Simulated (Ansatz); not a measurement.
# Is KF (Carobbiite, Fm-3m) stable when the ions move?, part 3 of 3

Wanted: self-consistent phonon frequencies, thermal pressure and a stability verdict for KF (Carobbiite).

Ansatz 0.2.0; DFT LDA, scalar-relativistic, plane waves, PAW; PAW set soft_1.

So far. Step 2 (A first coarse run): The start is under -3.5 GPa at this level and looks like an insulator or semiconductor on this mesh. Step 5 (Relaxing to small residual forces and stress): The residual pressure is 9.2e-4 GPa, small enough for phonons. The relaxed cell has a = 5.162 Å (conventional setting).

## Step 6: Sampling the crystal at temperature (continued)

600 K; each column in its own order of rank; one wavevector of each set of like ones; translations left out; no LO-TO term. Modes at 600K, by row:

```
q1   q2   q3  rank  harmonic (cm⁻¹)  gaussian (cm⁻¹)  gaussian error (cm⁻¹)  hessian (cm⁻¹)  hessian error (cm⁻¹)  path integral (cm⁻¹)  path integral error (cm⁻¹)
 0    0    0     1            210.7            230.9                    0.2           207.5                   1.1                 205.3                         1.5
 0    0    0     2            210.7            230.9                    0.2           207.5                   1.1                 205.3                         1.5
 0    0    0     3            210.7            230.9                    0.2           207.5                   1.1                 205.3                         1.5
 0    0  0.5     1            129.1            139.9                    0.3           124.4                     1                 123.6                         0.8
 0    0  0.5     2            129.1            139.9                    0.3           124.4                     1                 123.6                         0.8
 0    0  0.5     3            193.4            207.1                    0.4           185.2                   0.9                   183                           1
 0    0  0.5     4            193.4            207.1                    0.4           185.2                   0.9                   183                           1
 0    0  0.5     5            210.1            216.7                    0.5           206.5                   0.7                 205.7                         1.3
 0    0  0.5     6            275.1            285.2                    0.9           269.4                   1.2                 267.8                         1.7
 0  0.5  0.5     1             87.1             82.4                    0.4              82                   0.4                  80.9                         0.7
 0  0.5  0.5     2             87.1             82.4                    0.4              82                   0.4                  80.9                         0.7
 0  0.5  0.5     3            170.1            165.8                    0.7           165.1                   0.6                 164.1                         0.8
 0  0.5  0.5     4            217.9            239.8                    0.4           218.5                   0.8                   218                         1.2
 0  0.5  0.5     5            217.9            239.8                    0.4           218.5                   0.8                   218                         1.2
 0  0.5  0.5     6            227.9            250.6                    0.8           231.1                   1.3                 229.9                         1.8
```

By temperature, by row:

```
T (K)  verdict  pressure (GPa)  error (GPa)  vibrational free energy (eV/cell)  entropy (J/mol-cell/K)  free energy beyond the Gaussian (eV/cell)  mean-square displacement of the first K, sum over three axes, rings (Å²)  rings doubtful
  100   stable          0.5474       0.0063                            0.05868                   15.76                                   -2.82e-4                                                                   0.01222           false
  300   stable           1.013       0.0037                           -0.02041                   56.03                                   -0.00232                                                                   0.03087           false
  600   stable           1.763        0.029                            -0.2468                   86.29                                   -0.00828                                                                   0.06263           false
```

Lowest frequency on the supercell's wavevectors (translations apart) against temperature:

```
temperature (K)  harmonic (cm⁻¹)  gaussian (cm⁻¹)  hessian (cm⁻¹)  path integral (cm⁻¹)
            100             87.1             85.4            85.3                  85.3
            300             87.1             84.1            83.9                  83.5
            600             87.1             82.4              82                  80.8
```

Free-energy Hessian at 600 K, interpolated by phonopy, no LO-TO term. Phonon branches along the path, in cm⁻¹:

```
    point  branch 1  branch 2  branch 3  branch 4  branch 5  branch 6
        Γ         0         0         0       208       208       208
  halfway        71        71       154       206       220       220
        X        82        82       165       218       218       231
  halfway        89       104       162       214       222       232
        U       104       144       152       200       228       234
jump to K       104       144       152       200       228       234
  halfway        91        97       161       185       226       235
        Γ         0         0         0       208       208       208
  halfway        78        78       145       201       201       241
        L       124       124       185       185       206       269
  halfway       123       132       173       189       219       251
        W       136       136       146       194       231       231
  halfway       103       113       158       210       224       232
        X        82        82       165       218       218       231
```

The phonon branches as a text plot (rows in cm⁻¹):

```
    264 |                                      ******
    253 |                                    **      **
    241 |                   ****            *          **
    230 |          ****************        *            *********
    219 |    ************        ****    **          ***     ****
    208 |*********      **           *******    *****        *
    196 |                 *      ****       ****       ******
    185 |                  ***  *              ********
    174 |       ***        *****             **      **
    163 |          ******       *                      **    ****
    152 |     **         **                              *  *
    140 |                 **                *           *****
    129 |    *           *  **   **              ********* *
    118 |               *  *  **           *    *   ***     **
    107 |              *  *   **               *             **
     95 |               **      *  **        **               **
     84 |  **     ******                                       **
     73 |     ****               **      ** *
     62 |    *                             *
     51 | *                        ***
     39 |  **                           ***
     28 | *                          *
     17 |                               *
      6 |*                            **
         Γ           X  U|K            Γ         L        W     X
```

The highest branch reaches 269 cm⁻¹ on this path, at L. No branch goes imaginary on this path.

## Step 7: Outcome

```json
{"100 K": "stable; softest mode 85.3 cm⁻¹ (harmonic 87.1); pressure 0.547 GPa", "300 K": "stable; softest mode 83.9 cm⁻¹ (harmonic 87.1); pressure 1.01 GPa", "600 K": "stable; softest mode 82 cm⁻¹ (harmonic 87.1); pressure 1.76 GPa"}
```

In words: At fixed cell KF (Carobbiite) is judged stable at 100 K, stable at 300 K and stable at 600 K. The crystal is harmonically stable on these wavevectors; at fixed cell its lowest frequency is 87.1 cm⁻¹ in the harmonic picture and 82 cm⁻¹ from the free energy at 600 K. At 600 K the largest relative shift among harmonically stable modes above 20 cm⁻¹ that exceeds three times its error is at q = (0, 0.5, 0.5): 87.1 cm⁻¹ becomes 82 ± 0.4 cm⁻¹, matching modes by rank. The pressure column includes 0.0013 GPa of the lattice at rest on the supercell's coarser k-mesh; in the Gaussian the ions' motion adds +1.76 GPa at 600 K, from the supercell's own modes alone. The cell is held fixed, the 16-atom supercell samples only its own wavevectors, and LO–TO splitting and linewidths are not included; the verdicts are statistical. The PAW files were made for PBE and are used here under another functional, for which the program regenerates the frozen cores. The cell of these runs is 10 % smaller in volume than the database cell; frequencies and all that rests on them shift with it.

[Logs are printed without paths, hosts, clocks, repeated set-up lines and the standing remarks that a program may print on its own settings, such as how far it seeks lower states.]

[Hosts, paths, dates, database ids (printed as entryN), source tags and the programs' standing remarks are cut or masked in the printed files.]

[A step with changed settings may run another functional than the one named; its input shows which.]
